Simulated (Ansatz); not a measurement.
Consider ReCl2 (1T sheet).

The cell holds 3 atoms: 1 Re and 2 Cl. Its edges and angles: a = 3.595 Å, b = 3.595 Å, c = 30.112 Å, α = 90.0°, β = 90.0°, γ = 120.0°. Vacuum lies along c.

```xyz
3
Lattice="2.5420 -2.5420 0.0000 -2.5420 0.0000 -2.5420 17.3850 17.3850 -17.3850" Properties=species:S:1:pos:R:3
Re    5.5298    5.5298   -5.5298
Cl    5.3480    5.3480   -7.8900
Cl    5.7116    3.1696   -5.7116
```

The structure was relaxed with LDA. The structure was generated from a model, not taken from a measurement. The runs that relaxed it are not among those shown. The program's search for lower electronic states was switched off, so nothing shows that the state found is the lowest. Spin-orbit coupling is left out unless a run names it. PAW set soft_2, made with PBE.

A constrained-RPA run (Ansatz 0.2.0; non-magnetic LDA; Re t2g + anion p, bands v9 to v1, 6×6×1 mesh, medium accuracy) builds 9 functions on bands 8.9 eV wide, with 17.0 electrons in the window. The bare on-site interaction is 12.2 eV and the bare J 0.48 eV.

**Question.** What U and J survive the screening?

On the Re t2g shell, U = 3.43 eV (28 % of the bare value), U′ = 2.72 eV, J = 0.32 eV.

The parent state is non-magnetic and the interaction static (zero frequency); U depends on the window and the orbitals, so it belongs to this model alone. Spin-orbit coupling, which is strong for atoms this heavy, is left out. A window that holds the anion p bands defines a model with explicit ligands; its U belongs to that model and is not the U of DFT+U.

[Paths, hosts, dates, memory and timing lines, banners, echoed tables and standing remarks are left out of the program output.]

[Logs are printed without paths, hosts, clocks, repeated set-up lines and the standing remarks that a program may print on its own settings, such as how far it seeks lower states.]

[Runs of the session that timed out or met a known fault of the program may be left out.]

[Hosts, paths, dates, database ids (printed as entryN), source tags and the programs' standing remarks are cut or masked in the printed files.]
